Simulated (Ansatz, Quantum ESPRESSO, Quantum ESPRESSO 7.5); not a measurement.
## Band line-up of the CdS/CuI(110) superlattice, 5 + 5 layers, a = 5.89 Å

Aim: valence and conduction offsets of the CdS/CuI(110) superlattice, 5 + 5 layers, a = 5.89 Å from the line-up of mean potentials.

Calculated with Quantum ESPRESSO 7.5; plane-wave DFT, LDA, GBRV ultrasoft pseudopotentials (cross-check by Ansatz 0.2.0 with PAW datasets).

## (1) Starting point

The cell holds 20 atoms: 5 Cd, 5 S, 5 Cu and 5 I. Cell: a = 5.890 Å, b = 4.165 Å, c = 20.824 Å, α = 90.0°, β = 90.0°, γ = 90.0°. Regions: CdS, 10 atoms (5 Cd and 5 S); CuI, 10 atoms (5 Cu and 5 I). The structure's axis is c.

## (2) The superlattice in Ansatz, atoms held

The atoms stay on the ideal cubic sites, so that each half of the superlattice is the very crystal whose bulk edges are computed below.

Contents of input.yaml:

```yaml
crystal:
  lattice:
    - [5.89, 0.0, 0.0]
    - [0.0, 4.1648589412, 0.0]
    - [0.0, 0.0, 20.8242947059]
  atoms:
    - { symbol: Cd, position: [0.0, 0.0, 0.0] }
    - { symbol: S, position: [0.25, 0.5, 0.0] }
    - { symbol: Cd, position: [0.5, 0.5, 0.1] }
    - { symbol: S, position: [0.75, 0.0, 0.1] }
    - { symbol: Cd, position: [0.0, 0.0, 0.2] }
    - { symbol: S, position: [0.25, 0.5, 0.2] }
    - { symbol: Cd, position: [0.5, 0.5, 0.3] }
    - { symbol: S, position: [0.75, 0.0, 0.3] }
    - { symbol: Cd, position: [0.0, 0.0, 0.4] }
    - { symbol: S, position: [0.25, 0.5, 0.4] }
    - { symbol: Cu, position: [0.5, 0.5, 0.5] }
    - { symbol: I, position: [0.75, 0.0, 0.5] }
    - { symbol: Cu, position: [0.0, 0.0, 0.6] }
    - { symbol: I, position: [0.25, 0.5, 0.6] }
    - { symbol: Cu, position: [0.5, 0.5, 0.7] }
    - { symbol: I, position: [0.75, 0.0, 0.7] }
    - { symbol: Cu, position: [0.0, 0.0, 0.8] }
    - { symbol: I, position: [0.25, 0.5, 0.8] }
    - { symbol: Cu, position: [0.5, 0.5, 0.9] }
    - { symbol: I, position: [0.75, 0.0, 0.9] }
kpoints:
  mp_grid: { grid: [6, 8, 1] }
hamiltonian:
  xc: lda
scf:
  occupations: { method: fermi_dirac, width: 0.02 }
  convergence: { dr2_threshold: 1.0e-08 }
output:
  eigenvalues: true
  write_potential: true
  write_density: true
  volumetric_format: npy
checkpoint:
  write: relax.run
  compress: false
  write_wavefunctions: false
```

Started as:

```sh
$ ansatz run input.yaml --threads 4 --pin off --max-ram 16384MiB --backend cpu --events-out ev --progress --plain --runs-dir out
```

Numbers of over 12 decimals in the logs are rounded to 6 here.

Log:

```text
Engine: ansatz 0.2.0, aarch64-unknown-linux-gnu
Pseudopotentials: kind: paw
Pseudopotential: Cd, paw, valence charge 20, recommended cutoff 420 eV (normal), Cd.paw.azcp
Pseudopotential: S, paw, valence charge 6, recommended cutoff 420 eV (normal), S.paw.azcp
Pseudopotential: Cu, paw, valence charge 19, recommended cutoff 420 eV (normal), Cu.paw.azcp
Pseudopotential: I, paw, valence charge 17, recommended cutoff 420 eV (normal), I.paw.azcp
Functional definition: SPW92
  exchange = slater_x
  correlation = pw_c
Crystal: 20 atoms, lattice volume = 510.841 Å³
Basis set: ecut = 420 eV, 9911 PW (Γ)
Bands: 186, of which v1, the nominal top of the filled ones, is band 155 counted from 1 (154 counted from 0)
Symmetry: 4 space group operations
Space group: Pmm2 (ITA 25), of the structure as read, at distance tolerance 8.0e-5 Å
k-points: 20 of 48 (time reversal used)
Non-local potential: Cd, projectors of the file, l = 0: 3, l = 1: 2, l = 2: 2, l = 3: 1
Non-local potential: S, projectors of the file, l = 0: 2, l = 1: 2, l = 2: 2
Non-local potential: Cu, projectors of the file, l = 0: 3, l = 1: 2, l = 2: 3, l = 3: 1
Non-local potential: I, projectors of the file, l = 0: 2, l = 1: 2, l = 2: 2, l = 3: 2
PAW form: soft (Blöchl's): semilocal exchange-correlation on the pseudo side does not see the compensation charge
PAW frozen core: Cd, regenerated for the run's functional, and the local potential with it (the file was generated under x = pbe(κ = 0.804, μ = 0.219515), c = pbe(β = 0.066725))
PAW frozen core: S, regenerated for the run's functional, and the local potential with it (the file was generated under x = pbe(κ = 0.804, μ = 0.219515), c = pbe(β = 0.066725))
PAW frozen core: Cu, regenerated for the run's functional, and the local potential with it (the file was generated under x = pbe(κ = 0.804, μ = 0.219515), c = pbe(β = 0.066725))
PAW frozen core: I, regenerated for the run's functional, and the local potential with it (the file was generated under x = pbe(κ = 0.804, μ = 0.219515), c = pbe(β = 0.066725))
PAW one-centre angular grid: Cd, 590 points (default); XC on 64 Gauss nodes
PAW one-centre angular grid: S, 110 points (default); XC on 64 Gauss nodes
PAW one-centre angular grid: Cu, 590 points (default); XC on 64 Gauss nodes
PAW one-centre angular grid: I, 590 points (default); XC on 64 Gauss nodes
Initial density: superposition of atomic densities (neutral atoms: chi_scale 0, normalization atom), corrected by the library's trained network
Initial wavefunctions: pseudopotential atomic-orbital guess
Functional: x = slater, c = lda
SCF iter   1: F=—  HF=-114501.103725 eV  |F-HF|=—  |Δ(HF+E_count)|=         —  Δρ=1.02e-2  dr2=4.50e-1  ethr=1.77e-3  ⟨swp⟩=6.8  Hψ=15188  notcnv=0  defer=196
preconditioner: auto → Resta (q_TF=auto, 2.510 Å⁻¹)  ε∞=5.9  [insulator: Δε(μ)=0.745 eV  Ē_g=10.007 eV  σ=0.020 eV  W_gap=1.00  n_scr=134 (ndim 8)  ℏωp=22.0 eV  f_vac=0.149  D(μ)=0.00/eV (n_scr^D=0)  ε∞_Penn≈5.9]
SCF iter   2: F=—  HF=-114501.031382 eV  |F-HF|=—  |Δ(HF+E_count)|=   7.23e-2  Δρ=5.82e-3  dr2=1.54e-1  ethr=1.45e-4  ⟨swp⟩=2.2  Hψ=7333  notcnv=0  defer=479
SCF iter   3: F=—  HF=-114500.998945 eV  |F-HF|=—  |Δ(HF+E_count)|=   3.24e-2  Δρ=3.81e-3  dr2=4.92e-2  ethr=4.97e-5  ⟨swp⟩=3.1  Hψ=6569  notcnv=0  defer=479
SCF iter   4: F=—  HF=-114500.989439 eV  |F-HF|=—  |Δ(HF+E_count)|=   9.51e-3  Δρ=1.74e-3  dr2=1.20e-2  ethr=1.59e-5  ⟨swp⟩=2.0  Hψ=4945  notcnv=0  defer=482
SCF iter   5: F=—  HF=-114500.986911 eV  |F-HF|=—  |Δ(HF+E_count)|=   2.53e-3  Δρ=5.75e-4  dr2=1.50e-3  ethr=3.86e-6  ⟨swp⟩=2.0  Hψ=4187  notcnv=0  defer=482
SCF iter   6: F=—  HF=-114500.986713 eV  |F-HF|=—  |Δ(HF+E_count)|=   1.98e-4  Δρ=2.87e-4  dr2=3.32e-4  ethr=4.83e-7  ⟨swp⟩=2.0  Hψ=6277  notcnv=0  defer=482
SCF iter   7: F=—  HF=-114500.986678 eV  |F-HF|=—  |Δ(HF+E_count)|=   3.50e-5  Δρ=8.41e-5  dr2=3.85e-5  ethr=1.07e-7  ⟨swp⟩=2.0  Hψ=4116  notcnv=0  defer=482
SCF iter   8: F=—  HF=-114500.986675 eV  |F-HF|=—  |Δ(HF+E_count)|=   3.18e-6  Δρ=2.20e-5  dr2=3.07e-6  ethr=1.24e-8  ⟨swp⟩=2.0  Hψ=4253  notcnv=0  defer=482
SCF iter   9: F=—  HF=-114500.986886 eV  |F-HF|=—  |Δ(HF+E_count)|=   2.11e-4  Δρ=4.28e-5  dr2=5.84e-6  ethr=9.90e-10  ⟨swp⟩=2.0  Hψ=6626  notcnv=0  defer=483
SCF iter  10: F=—  HF=-114500.986884 eV  |F-HF|=—  |Δ(HF+E_count)|=   1.28e-6  Δρ=1.15e-5  dr2=4.63e-7  ethr=9.90e-10  ⟨swp⟩=2.0  Hψ=6337  notcnv=0  defer=483
SCF iter  11: F=—  HF=-114500.986884 eV  |F-HF|=—  |Δ(HF+E_count)|=   6.03e-8  Δρ=3.73e-6  dr2=4.75e-8  ethr=1.49e-10  ⟨swp⟩=2.0  Hψ=6337  notcnv=0  defer=483
SCF iter  12: F=-114500.986884 eV  HF=-114500.986884 eV  |F-HF|=6.40e-10  |Δ(HF+E_count)|=   2.76e-9  Δρ=8.58e-7  dr2=4.17e-9  ethr=3.23e-12  ⟨swp⟩=11.4  Hψ=15597  notcnv=0
SCF 1 converged in 12 iterations: F = -114500.986884 eV  dr2 = 4.17e-9
  greatest PAW one-centre occupation: 1.000 electrons in one spin orbital (limit 2), on the Cd atom at site 8 (counted from 0), in its partial waves of l = 0
SCF converged after 12 iterations
Free energy (F): -114500.986884 eV
Harris-Foulkes:  -114500.986884 eV  (|F-HF|=6.40e-10)
Internal energy: -114500.986884 eV  (E = F + TS)
E sigma→0 (E₀):  -114500.986884 eV
Fermi energy:    8.228415 eV
--- Per-component energies (eV) ---
  E_band       = -6876.181570
  E_kinetic    = 5517.616591
  E_local      = -65829.287125  (includes V_loc(G=0)·N_el)
  E_nonlocal   = 1958.113369
  E_hartree    = 30714.687853
  E_xc         = -2431.102750
  E_vxc        = -2754.311362  (∫ρ·V_xc dr)
  E_paw        = -53904.506309  (= ΣΔE_a)
  E_vpaw       = -7197.681568  (= ΣTr[D̂ρ^β])
  E_aug_tail   = 0.001523  (compensation charges beyond the density's cutoff)
  E_ewald      = -30537.263244
  E_core_change = 10.753207  (= ΣΔE_core)
  E_smearing   = -0.000000  (= −TS)
  E_closure    = 0.000000  (closes the sum)
  Σ components = -114500.986884   (vs F -114500.986884, Δ=0.00e0)
--- Band table (eV; the first three rows and the last of 20) ---
  k-point 0: bands = [... 151 lower, 7.7170, 7.7959, 7.8134, 7.8966, 8.5598, 9.7891, 9.9470, 10.5119, ... 27 higher]
  k-point 1: bands = [... 151 lower, 7.3602, 7.4224, 7.6343, 7.7569, 9.1959, 10.1824, 10.3798, 10.7745, ... 27 higher]
  k-point 2: bands = [... 151 lower, 6.9758, 7.0043, 7.1717, 7.6197, 10.0472, 10.7578, 10.9854, 11.0659, ... 27 higher]
  k-point 19: bands = [... 151 lower, 6.9418, 6.9692, 7.1263, 7.1673, 10.0457, 10.0788, 11.0753, 11.1362, ... 27 higher]
```

Elapsed: 94 s, on 4 threads of Arm Neoverse V1, shared host; peak memory 2.8 GiB.

This step gave:

```
free energy         : -114500.9869 eV
Fermi energy        : 8.228 eV
gap by band count   : 0.6632 eV
symmetry operations : 4
```

## (3) Ground state of bulk CdS

Each bulk is run alone at the common lattice constant, to place its band edges against its own mean potential.

Level of this step: plane-wave DFT, LDA, GBRV ultrasoft pseudopotentials (Quantum ESPRESSO 7.5).

System of this step: CdS, zinc blende at a = 5.89 Å. Symmetry: F-43m, No. 216, cubic system. The conventional cell has a = 5.890 Å, b = 5.890 Å, c = 5.890 Å, α = 90.00°, β = 90.00°, γ = 90.00°. Nearest to Cd lie 4 S at 2.55 Å. Nearest to S lie 4 Cd at 2.55 Å. Farther neighbours and most contacts between anions are not listed.

Contents of a.in:

```
&control
  prefix = 'a'
  outdir = './out'
  pseudo_dir = './pseudo'
  calculation = 'scf'
  tprnfor = .true.
/
&system
  ibrav = 0
  nat = 4
  ntyp = 2
  ecutwfc = 40
  ecutrho = 200
  occupations = 'smearing'
  smearing = 'fd'
  degauss = 0.002
/
&electrons
  conv_thr = 1e-07
  mixing_beta = 0.5
  electron_maxstep = 120
/
ATOMIC_SPECIES
  Cd  112.4140  cd_lda_v1.uspp.F.UPF
  S   32.0600  s_lda_v1.4.uspp.F.UPF
CELL_PARAMETERS angstrom
  5.89000000000000 0.00000000000000 0.00000000000000
  0.00000000000000 4.16485894118876 0.00000000000000
  0.00000000000000 0.00000000000000 4.16485894118876
ATOMIC_POSITIONS crystal
  Cd  0.000000000000 0.000000000000 0.000000000000
  S   0.250000000000 0.500000000000 0.000000000000
  Cd  0.500000000000 0.500000000000 0.500000000000
  S   0.750000000000 0.000000000000 0.500000000000
K_POINTS automatic
  6 8 8 0 0 0
```

Started as:

```sh
$ OMP_NUM_THREADS=1 mpirun -n 4 pw.x -nk 4 -in a.in > a.out
```

Log:

```text
Program PWSCF v.7.5 starts
[citation notice left out]

     Parallel version (MPI & OpenMP), running on       4 processor cores
     Number of MPI processes:                 4
     Threads/MPI process:                     1

     MPI processes distributed on     1 nodes
[...]
Current dimensions of program PWSCF are:
     Max number of different atomic species (ntypx) = 10
     Max number of k-points (npk) =  40000
     Max angular momentum in pseudopotentials (lmaxx) =  4
     Found identity + ( -0.5000 -0.5000 -0.5000) symmetry
     This is a supercell, fractional translations are disabled
     Message from routine setup:
     using ibrav=0 with symmetry is DISCOURAGED, use correct ibrav instead

     K-points division:     npool     =       4
     Subspace diagonalization in iterative solution of the eigenvalue problem:
     a serial algorithm will be used

     G-vector sticks info
     --------------------
     sticks:   dense  smooth     PW     G-vecs:    dense   smooth      PW
     Sum        1401    1119    333                32903    23613    3881

     Using Slab Decomposition

     bravais-lattice index     =            0
     lattice parameter (alat)  =      11.1305  a.u.
     unit-cell volume          =     689.4654 (a.u.)^3
     number of atoms/cell      =            4
     number of atomic types    =            2
     number of electrons       =        36.00
     number of Kohn-Sham states=           22
     kinetic-energy cutoff     =      40.0000  Ry
     charge density cutoff     =     200.0000  Ry
     scf convergence threshold =      1.0E-07
     mixing beta               =       0.5000
     number of iterations used =            8  plain     mixing
     Exchange-correlation=  SLA  PZ   NOGX NOGC
                           (   1   1   0   0   0   0   0)

     celldm(1)=  11.130487  celldm(2)=   0.000000  celldm(3)=   0.000000
     celldm(4)=   0.000000  celldm(5)=   0.000000  celldm(6)=   0.000000

     crystal axes: (cart. coord. in units of alat)
               a(1) = (   1.000000   0.000000   0.000000 )
               a(2) = (   0.000000   0.707107   0.000000 )
               a(3) = (   0.000000   0.000000   0.707107 )

     reciprocal axes: (cart. coord. in units 2 pi/alat)
               b(1) = (  1.000000  0.000000  0.000000 )
               b(2) = (  0.000000  1.414214  0.000000 )
               b(3) = (  0.000000  0.000000  1.414214 )

     PseudoPot. # 1 for Cd read from file:
     ./pseudo/cd_lda_v1.uspp.F.UPF
     Pseudo is Ultrasoft + core correction, Zval = 12.0
     Generated by new atomic code, or converted to UPF format
     Using radial grid of  889 points,  6 beta functions with:
                l(1) =   0
                l(2) =   0
                l(3) =   1
                l(4) =   1
                l(5) =   2
                l(6) =   2
     Q(r) pseudized with  6 coefficients,  rinner =    1.000   1.000   1.000
                                                       1.000   1.000

     PseudoPot. # 2 for S  read from file:
     ./pseudo/s_lda_v1.4.uspp.F.UPF
     Pseudo is Ultrasoft + core correction, Zval =  6.0
     Generated by new atomic code, or converted to UPF format
     Using radial grid of  907 points,  6 beta functions with:
                l(1) =   0
                l(2) =   0
                l(3) =   1
                l(4) =   1
                l(5) =   2
                l(6) =   2
     Q(r) pseudized with  8 coefficients,  rinner =    1.300   1.300   1.300
                                                       1.300   1.300

     atomic species   valence    mass     pseudopotential
     Cd               12.00   112.41400     Cd( 1.00)
     S                 6.00    32.06000     S ( 1.00)

      8 Sym. Ops. (no inversion) found

   Cartesian axes

     site n.     atom                  positions (alat units)
         1        Cd     tau(   1) = (   0.0000000   0.0000000   0.0000000  )
         2        S      tau(   2) = (   0.2500000   0.3535534   0.0000000  )
         3        Cd     tau(   3) = (   0.5000000   0.3535534   0.3535534  )
         4        S      tau(   4) = (   0.7500000   0.0000000   0.3535534  )

     number of k points=    60  Fermi-Dirac smearing, width (Ry)=  0.0020
                       cart. coord. in units 2pi/alat
        k(    1) = (   0.0000000   0.0000000   0.0000000), wk =   0.0052083
        k(    2) = (   0.0000000   0.0000000   0.1767767), wk =   0.0208333
        k(    3) = (   0.0000000   0.0000000   0.3535534), wk =   0.0208333
        k(    4) = (   0.0000000   0.0000000   0.5303301), wk =   0.0208333
        k(    5) = (   0.0000000   0.0000000  -0.7071068), wk =   0.0104167
        k(    6) = (   0.0000000   0.1767767   0.1767767), wk =   0.0208333
        k(    7) = (   0.0000000   0.1767767   0.3535534), wk =   0.0416667
        k(    8) = (   0.0000000   0.1767767   0.5303301), wk =   0.0416667
        k(    9) = (   0.0000000   0.1767767  -0.7071068), wk =   0.0208333
        k(   10) = (   0.0000000   0.3535534   0.3535534), wk =   0.0208333
[...]
k(   60) = (  -0.5000000  -0.7071068  -0.7071068), wk =   0.0052083

     Dense  grid:    32903 G-vectors     FFT dimensions: (  54,  36,  36)

     Smooth grid:    23613 G-vectors     FFT dimensions: (  45,  32,  32)

     Estimated max dynamical RAM per process >      64.85 MB

     Estimated total dynamical RAM >     235.30 MB

     Check: negative core charge=   -0.000001

     Initial potential from superposition of free atoms

     starting charge      34.9999, renormalised to      36.0000

     negative rho (up, down):  3.855E-02 0.000E+00
     Starting wfcs are   26 randomized atomic wfcs

     total cpu time spent up to now is        1.0 secs

     per-process dynamical memory:    47.1 Mb

     Self-consistent Calculation

     iteration #  1     ecut=    40.00 Ry     beta= 0.50
     Davidson diagonalization with overlap
     ethr =  1.00E-02,  avg # of iterations =  2.5

     Threshold (ethr) on eigenvalues was too large:
     Diagonalizing with lowered threshold

     Davidson diagonalization with overlap
     ethr =  5.48E-04,  avg # of iterations =  2.0

     negative rho (up, down):  3.750E-02 0.000E+00

     total cpu time spent up to now is        3.3 secs

     total energy              =    -277.32896411 Ry
     estimated scf accuracy    <       0.20066316 Ry

     iteration #  2     ecut=    40.00 Ry     beta= 0.50
[...]
negative rho (up, down):  3.799E-02 0.000E+00

[...]
total energy              =    -277.38745997 Ry
     estimated scf accuracy    <       0.01987413 Ry

     iteration #  3     ecut=    40.00 Ry     beta= 0.50
[...]
negative rho (up, down):  3.833E-02 0.000E+00

[...]
total energy              =    -277.38945930 Ry
     estimated scf accuracy    <       0.00215045 Ry

     iteration #  4     ecut=    40.00 Ry     beta= 0.50
[...]
negative rho (up, down):  3.834E-02 0.000E+00

[...]
total energy              =    -277.38973961 Ry
     estimated scf accuracy    <       0.00019680 Ry

     iteration #  5     ecut=    40.00 Ry     beta= 0.50
[...]
negative rho (up, down):  3.841E-02 0.000E+00

[...]
total energy              =    -277.38985538 Ry
     estimated scf accuracy    <       0.00000980 Ry

     iteration #  6     ecut=    40.00 Ry     beta= 0.50
[...]
negative rho (up, down):  3.843E-02 0.000E+00

[...]
total energy              =    -277.38986549 Ry
     estimated scf accuracy    <       0.00001273 Ry

     iteration #  7     ecut=    40.00 Ry     beta= 0.50
[...]
negative rho (up, down):  3.844E-02 0.000E+00

[...]
total energy              =    -277.38986954 Ry
     estimated scf accuracy    <       0.00000057 Ry

     iteration #  8     ecut=    40.00 Ry     beta= 0.50
[...]
negative rho (up, down):  3.844E-02 0.000E+00

[...]
End of self-consistent calculation

          k = 0.0000 0.0000 0.0000 (  2935 PWs)   bands (ev):

    -7.2472  -6.6910  -2.6628  -2.6628  -2.6628  -2.4638  -2.3350  -2.3350
    -2.2131  -2.2131  -2.1309  -1.7976   1.0187   3.1290   3.1290   4.9762
     4.9763   4.9763   5.7468   8.3248   9.0781  11.2848

          k = 0.0000 0.0000 0.1768 (  2920 PWs)   bands (ev):

    -7.2054  -6.6921  -2.6508  -2.6429  -2.6328  -2.4613  -2.3488  -2.3361
    -2.2176  -2.2103  -2.1428  -1.7446   1.0305   2.8584   3.2203   4.1806
     4.8002   4.9341   6.4764   8.6131   9.3726  11.0339

          k = 0.0000 0.0000 0.3536 (  2944 PWs)   bands (ev):

    -7.0947  -6.7032  -2.6170  -2.5970  -2.5295  -2.4781  -2.3879  -2.2987
    -2.2274  -2.1987  -2.1713  -1.6705   1.0407   2.4767   3.1250   3.4731
     4.3050   4.7988   7.3974   8.9757  10.1521  10.7349

          k = 0.0000 0.0000 0.5303 (  2964 PWs)   bands (ev):

    -6.9534  -6.7425  -2.5670  -2.5508  -2.5012  -2.4443  -2.3482  -2.2471
    -2.2325  -2.2022  -2.1596  -1.7368   1.1071   2.1827   2.5136   3.6239
     3.8310   4.5566   8.2500   9.1826  10.5712  10.8076

          k = 0.0000 0.0000-0.7071 (  2956 PWs)   bands (ev):

    -6.8265  -6.8265  -2.5210  -2.5210  -2.5071  -2.5070  -2.2371  -2.2370
    -2.2245  -2.2244  -1.9757  -1.9757   1.4747   1.4747   2.9612   2.9612
     4.2175   4.2175   8.9317   8.9318  10.8933  10.8933

          k = 0.0000 0.1768 0.1768 (  2923 PWs)   bands (ev):

    -7.1652  -6.6917  -2.6225  -2.6212  -2.6211  -2.4529  -2.3870  -2.3072
    -2.2285  -2.2012  -2.1556  -1.7044   1.0439   2.9262   2.9703   3.8734
     4.6544   4.6545   6.9568   9.0309   9.5289  10.5946

[...]
the Fermi energy is     5.3803 ev

!    total energy              =    -277.38986991 Ry
     estimated scf accuracy    <       0.00000001 Ry
     smearing contrib. (-TS)   =      -0.00000000 Ry
     internal energy E=F+TS    =    -277.38986991 Ry

     The total energy is F=E-TS. E is the sum of the following terms:
     one-electron contribution =     -79.49011517 Ry
     hartree contribution      =      65.85877442 Ry
     xc contribution           =     -94.71759433 Ry
     ewald contribution        =    -169.04093483 Ry

     convergence has been achieved in   8 iterations

     negative rho (up, down):  3.844E-02 0.000E+00

     Forces acting on atoms (cartesian axes, Ry/au):

     atom    1 type  1   force =     0.00000000    0.00000000    0.00000000
     atom    2 type  2   force =    -0.00000010    0.00000000    0.00000000
     atom    3 type  1   force =     0.00000000    0.00000000    0.00000000
     atom    4 type  2   force =     0.00000010    0.00000000    0.00000000

     Total force =     0.000000     Total SCF correction =     0.000026
     SCF correction compared to forces is large: reduce conv_thr to get better values

[...]
=------------------------------------------------------------------------------=
   JOB DONE.
=------------------------------------------------------------------------------=
```

The job ended after 17 s (4 MPI ranks; peak memory 0.4 GiB).

This step gave:

| Item | Value |
| --- | --- |
| free energy | -3774.0814 eV |
| Fermi energy | 5.380 eV |

The run needed 8 iterations to bring the estimated error under 1e-07 Ry.

(Part 1 of 7 ends here.)

[Logs are printed without paths, hosts, clocks, repeated set-up lines and the standing remarks that a program may print on its own settings, such as how far it seeks lower states.]

[Hosts, paths, dates, database ids (printed as entryN), source tags and the programs' standing remarks are cut or masked in the printed files.]

[Maps of the electrostatic potential energy from Ansatz leave out the sawtooth potential of an applied field or a dipole correction, so their vacuum need not be flat; planar profiles and work functions include it.]
